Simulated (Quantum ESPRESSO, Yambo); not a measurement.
# SnSO (1T monolayer (Janus)): G0W0 with Yambo, start to end, part 3 of 3

How does a plane-wave GW calculation on SnSO (1T monolayer (Janus)) run from the first input to the gap?

Quantum ESPRESSO 7.5 and Yambo 5.3.0; PBE and many-body steps on it, plane waves. Known limits of the many-body steps: not at the basis limit.

So far. Step 3 (Bands along the symmetry lines): The gap is 0.822 eV, as in the run before at this level. Step 4 (Empty states on the mesh, 9×9×1 mesh, 192 bands): On this mesh the gap is 0.822 eV.

## 6. Screening and self-energy, 9×9×1 mesh, 192 bands, screening to 108.8 eV

Now the one-shot GW correction: screening in the RPA, then the self-energy of the levels asked for.

This step: G0W0 on PBE with spin-orbit coupling, plane waves, norm-conserving pseudopotentials.

The input, gw3.in:

```
HF_and_locXC
gw0
dyson
ppa
em1d
rim_cut
rim_w
RandQpts= 3000000
RandGvec= 100 RL
CUTGeo= "slab z"
RandGvecW= 9 RL
EXXRLvcs= 84 Ry
VXCRLvcs= 336 Ry
Chimod= "HARTREE"
% BndsRnXp
 1 | 192 |
%
NGsBlkXp= 8 Ry
% LongDrXp
 1 | 1 | 0 |
%
% GbndRnge
 1 | 192 |
%
DysSolver= "n"
ExtendOut
PPAPntXp= 27.21138 eV
% QPkrange
 1 | 1 | 31 | 38 |
%
```

Launch:

```sh
$ OMP_NUM_THREADS=1 mpirun -n 4 yambo -F gw3.in -J gw3 -C gw3 > gw3.log
```

Log:

```text
 Yambo, version 5.3.0

 [02] CORE Variables Setup
 =========================

  [... cell, symmetries and grids as in the set-up ...]

  [02.05] Energies & Occupations
  ==============================

  [X] === General ===
  [X] Electronic Temperature                        :  0.000000  0.000000 [eV K]
  [X] Bosonic    Temperature                        :  0.000000  0.000000 [eV K]
  [X] Finite Temperature mode                       : no
  [X] El. density                                   :  0.23299E+24 [cm-3]
  [X] Fermi Level                                   : -0.821988 [eV]

  [X] === Gaps and Widths ===
  [X] Conduction Band Min                           :  0.822204 [eV]
  [X] Valence Band Max                              :  0.000000 [eV]
  [X] Filled Bands                                  :   34
  [X] Empty Bands                                   :   35  192
  [X] Direct Gap                                    :  0.822204 [eV]
  [X] Direct Gap localized at k                     :  1
  [X] Indirect Gap                                  :  0.822204 [eV]
  [X] Indirect Gap between kpts                     :  1  1
  [X] Last valence band width                       :  1.066160 [eV]
  [X] 1st conduction band width                     :  2.058967 [eV]

 [03] Transferred momenta grid and indexing
 ==========================================

 IBZ Q-points                                      :  12
 BZ  Q-points                                      :   81

 K/Q-points units:
 rlu = crystal or reduced units; cc = cartesian coordinates; iku = interal k-units

 Q [ 1]         [rlu]:  0.000000  0.000000  0.000000
 Q [ 2]         [rlu]:  0.20495E-17  0.11111       0.0000
 Q [ 3]         [rlu]:  0.40991E-17  0.22222       0.0000
 Q [ 4]         [rlu]:  0.61486E-17  0.33333       0.0000
 Q [ 5]         [rlu]:  0.81981E-17  0.44444       0.0000
 Q [ 6]         [rlu]:  0.111111  0.111111  0.000000
 Q [ 7]         [rlu]:  0.111111  0.222222  0.000000
 Q [ 8]         [rlu]:  0.111111  0.333333  0.000000
 Q [ 9]         [rlu]:  0.111111  0.444444  0.000000
 Q [10]         [rlu]:  0.222222  0.222222  0.000000
 Q [11]         [rlu]:  0.222222  0.333333  0.000000
 Q [12]         [rlu]:  0.333333  0.333333  0.000000

 [04] Coloumb potential Random Integration (RIM)
 ===============================================

 Performing RIM of v_slab

  [04.01] RIM initialization
  ==========================

  * Diagonal components only detected *

  8 x (sBL volume)        :  0.024877 [a.u.]
  sBZ random points       :  3000000
  Points outside the sBZ  :  24001124
  RL volume               :  0.251880 [a.u.]
  Integrated volume       :  0.251868 [a.u.]

  [04.02] RIM integrals
  =====================

  Gamma point sphere radius             :  0.028871 [a.u.]
  Points outside the sphere             :  2398760
  [Int_sBZ(q=0) 1/q^2]*(Vol_sBZ)^(-1/3) =:  7.161124
                                 should be <:  7.795600

  Summary of Coulomb integrals for non-metallic bands |Q|[au] RIM/Bare

  Q [1] 0.100000E-4 0.918611 * Q [2] 0.122960 0.869336
  Q [6] 0.212972 0.973455 * Q [3] 0.245919 0.988398
  Q [7] 0.325321 1.004038 * Q [4] 0.368879 1.006577
  Q [10] 0.425945 1.007406 * Q [8] 0.443337 1.007338
  Q [5] 0.491839 1.006863 * Q [11] 0.535969 1.006253
  Q [9] 0.563472 1.005833 * Q [12] 0.638917 1.004791
  Non-periodic chartesian directions : none
  Optical renormalization            :  26.45617 [au]
  Polarizability dimension           : length

 [05] Coloumb potential CutOffslab
 =================================

 Cut directionsZ
 Slab Cutoff:Z
 Symmetry test passed : yes

 [06] Dipoles
 ============

  [06.01] Setup: observables and procedures
  =========================================

  [WARNING] [x,Vnl] slows the Dipoles computation. To neglect it rename the ns.kb_pp file

 [07] Dynamic Dielectric Matrix (PPA)
 ====================================

 [WR./gw3//ndb.pp]---------------------------------------------------------------
  Brillouin Zone Q/K grids (IBZ/BZ)                :   12   81   12   81
  RL vectors                                       :  15617 [WF]
  Coulomb cutoff potential                         : slab z
  Electronic Temperature                           :  0.000000 [K]
  Bosonic    Temperature                           :  0.000000 [K]
  PPA    diel. fun.  energies                      : Perdew, Burke & Ernzerhof(X)+Perdew, Burke & Ernzerhof(C)
  wavefunctions                                    : Perdew, Burke & Ernzerhof(X)+Perdew, Burke & Ernzerhof(C)
  Global Gauge                                     : length
  X matrix size                                    :   353
  X band range                                     :    1  192
  X e/h energy range                               : -1.000000 -1.000000 [eV]
  X Time ordering                                  : R
  X Hxc Kernel                                     : HARTREE
  X Drude frequency                                :  0.000000  0.000000
  X poles                                          :  100.0000 [o/o]
  RL vectors in the sum                            :  15617
  [r,Vnl] included                                 : yes
  Field direction                                  :  0.707107E-5  0.707107E-5   0.00000
  BZ energy Double Grid                            : no
  BZ energy DbGd points                            : 0
  BZ Q point size factor                           : -1.000000
  X Optical Averaged directions                    : none

 [08] Local Exchange-Correlation + Non-Local Fock
 ================================================

 [VXC] Plane waves :  102473
 [EXS] Plane waves :  12857

 QP @ state[ 1 ] K range:  1  1
 QP @ state[ 1 ] b range:   31   38

 [xc] Functional : Perdew, Burke & Ernzerhof(X)+Perdew, Burke & Ernzerhof(C)
 [xc] LIBXC used to calculate xc functional
  PP Number of Atomic Species                      :  3
  NLCC RL compoments                               :  102473
  PP Number of Atomic Species                      :  3
  NLCC RL compoments                               :  102473

 [xc] E_xc :  -23.60869 [Ha]
      E_xc :  -47.21737 [Ry]

  Local XC kind (lXC) : Perdew, Burke & Ernzerhof(X)+Perdew, Burke & Ernzerhof(C)
  Non-Local XC kind (nlXC) : Hartree-Fock

  Corrections @ K [1] :  [eV]
 <31|nlXC|31> = -16.58130 -0.94363E-17 <31|lXC|31> = -13.91027  0.30978E-16
 <32|nlXC|32> = -16.58130 -0.71821E-17 <32|lXC|32> = -13.91027  0.11063E-16
 <33|nlXC|33> = -16.47498 -0.17596E-17 <33|lXC|33> = -13.86367 -0.13682E-16
 <34|nlXC|34> = -16.47498 -0.96331E-17 <34|lXC|34> = -13.86367  0.12272E-16
 <35|nlXC|35> = -9.236111 -0.63449E-18 <35|lXC|35> = -12.45687 -0.99203E-16
 <36|nlXC|36> = -9.236126 -0.24784E-19 <36|lXC|36> = -12.45689  0.000000
 <37|nlXC|37> = -7.811949  0.17717E-17 <37|lXC|37> = -12.24656 -0.18882E-15
 <38|nlXC|38> = -7.811951  0.10617E-17 <38|lXC|38> = -12.24656  0.18882E-15

 [09] Dyson equation: Newton solver
 ==================================

  [09.01] RIM-W interpolation
  ===========================

  [WARNING] RIM-W works only for 2D semiconductors with slab cutoff
  Found compatible q grid: 2D
  q_min[ 1 ]:  0.11111      0.31670E-13   0.0000     [rlu]
   0.111111  0.055556  0.000000 [iku]
  q_min[ 2 ]:  0.20495E-17  0.11111       0.0000     [rlu]
   0.73963E-11  0.11111       0.0000     [iku]
  G-vectors :   9
  G-vectors loaded:   61
  Number of interpolated frequencies:  2

  Evaluating coefficients q = 0
  Evaluating coefficients q = 0

  [09.02] RIM-W integrals
  =======================

  8 x (sBL volume)        :  0.024877 [a.u.]
  sBZ random points       :  3000000
  Points outside the sBZ  :  24001124
  RL volume               :  0.251880 [a.u.]
  Integrated volume       :  0.251868 [a.u.]

  [09.03] RIM integrals
  =====================

  Comparison between head Wc = W - v averages: < Wc > [au] RIM-W/RIM

   < -Wc [Q = 1] > 0.179753E-1 0.161538E-4 * < -Wc [Q = 2] > 0.004574 0.004478
   < -Wc [Q = 3] > 0.001069 0.001057 * < -Wc [Q = 4] > 0.399596E-3 0.396191E-3
   < -Wc [Q = 5] > 0.189230E-3 0.188119E-3 * < -Wc [Q = 6] > 0.001487 0.001468
   < -Wc [Q = 7] > 0.549497E-3 0.544723E-3 * < -Wc [Q = 8] > 0.250557E-3 0.249120E-3
   < -Wc [Q = 9] > 0.131912E-3 0.131378E-3 * < -Wc [Q = 10] > 0.279771E-3 0.278283E-3
   < -Wc [Q = 11] > 0.152882E-3 0.152355E-3 * < -Wc [Q = 12] > 0.946590E-4 0.944380E-4

  Comparison between head Wc = W - v averages: < Wc > [au] RIM-W/RIM

   < -Wc [G = 1,G`=0] > 0.179753E-1 0.161538E-4 * < -Wc [G = 2,G`=0] >-0.894069E-3  0.00000
   < -Wc [G = 3,G`=0] >-0.894104E-3  0.00000 * < -Wc [G = 4,G`=0] > 0.770772E-5  0.00000
   < -Wc [G = 5,G`=0] > 0.771121E-5  0.00000 * < -Wc [G = 6,G`=0] > 0.532554E-4  0.00000
   < -Wc [G = 7,G`=0] > 0.532488E-4  0.00000 * < -Wc [G = 8,G`=0] >-0.906509E-5  0.00000
   < -Wc [G = 9,G`=0] >-0.906462E-5  0.00000

 [10] G0W0 (W PPA)
 =================

 [  GW  ] Bands range     :    1  192
 [GW/PPA] G damping       :  0.100000 [eV]

 QP @ state[ 1 ] K range:  1  1
 QP @ state[ 1 ] b range:   31   38

  Sc/G bands                                       :    1  192
  Sc/G damping                                     :  0.100000 ev
  Sc bands terminator                              : no
  Sx RL components                                 :  12857

  QP @ state[ 1 ] K range                          :  1  1
  QP @ state[ 1 ] b range                          :   31   38
  GF energies kind                                 : Perdew, Burke & Ernzerhof(X)+Perdew, Burke & Ernzerhof(C)
  GF WF`s kind                                     : Perdew, Burke & Ernzerhof(X)+Perdew, Burke & Ernzerhof(C)
  Xs energies kind                                 : Perdew, Burke & Ernzerhof(X)+Perdew, Burke & Ernzerhof(C)
  Xs WF`s kind                                     : Perdew, Burke & Ernzerhof(X)+Perdew, Burke & Ernzerhof(C)

 [14] Game Over & Game summary
```

Run time: 27 min. Hardware: 4 MPI ranks of Arm Neoverse V2, shared host; peak memory 9.2 GiB.

Numbers from this step:

```yaml
g0w0_gap_on_the_points_computed: 2.489 eV
starting_gap_on_the_mesh: 0.8222 eV
k_of_the_valence_top: 0, 0, 0
k_of_the_conduction_bottom: 0, 0, 0
least_direct_g0w0_gap_on_the_computed_points: 2.489 eV
z_at_the_valence_top: 0.7783
z_at_the_conduction_bottom: 0.8055
```

The gap on the mesh goes from 0.82 eV to 2.49 eV, a correction of +1.67 eV.

Limits: finite bands, cutoff and mesh. v1 is the top filled band, c1 the lowest empty one. Levels before and after the correction, in eV, zero at the valence-band top of each column:

|  | conduction bottom | valence top |
| --- | --- | --- |
| Kohn-Sham | 0.82 | 0.00 |
| G0W0 | 2.49 | 0.00 |

|  | level | energy (eV) |
| --- | --- | --- |
| Kohn-Sham | Γ v4-v3 | -0.091 |
| Kohn-Sham | Γ v2-v1 | 0.000 |
| Kohn-Sham | Γ c1-c2 | 0.822 |
| Kohn-Sham | Γ c3-c4 | 4.526 |
| G0W0 | Γ v4-v3 | -0.091 |
| G0W0 | Γ v2-v1 | 0.000 |
| G0W0 | Γ c1-c2 | 2.489 |
| G0W0 | Γ c3-c4 | 6.388 |

## 7. Where the time went

Times are wall times on the hardware named with each run, good to a factor of about two.

| step | time | share | memory (GiB) |
| --- | --- | --- | --- |
| ground state | 93 s | 5 % | 1.5 |
| bands along the symmetry lines | 37 s | 2 % | 0.84 |
| empty states on the mesh | 2.5 min | 8 % | 2.0 |
| conversion and set-up | 5 s | 0 % | 0.26 |
| screening and self-energy | 27 min | 85 % | 9.2 |

## 8. Results

- PBE gap: 0.82 eV, direct
- G0W0 gap on the mesh: 2.49 eV
- GW settings: 9×9×1 mesh, 192 bands, screening to 108.8 eV, Godby-Needs plasmon pole
- known limits: not at the basis limit

In words: G0W0 moves the gap on the mesh from 0.82 eV to 2.49 eV (+1.67 eV), with Z of 0.78 and 0.81 at the edges. Only 1 of the mesh's irreducible points was corrected, so a valley elsewhere could overtake. The dearest step here is «screening and self-energy». Bands and cutoff are finite, so the gap is not at the basis limit. The miss can reach some tenths of an eV and take either sign; the mesh is an error of its own. In the G0W0 run levels were corrected at 1 k point alone, so a gap called «on the mesh» is the least over those, and an edge elsewhere would be missed.

[Paths, hosts, dates, memory and timing lines, banners, echoed tables and standing remarks are left out of the program output.]

[Logs are printed without paths, hosts, clocks, repeated set-up lines and the standing remarks that a program may print on its own settings, such as how far it seeks lower states.]

[Runs of the session that timed out or met a known fault of the program may be left out.]

[Hosts, paths, dates, database ids (printed as entryN), source tags and the programs' standing remarks are cut or masked in the printed files.]
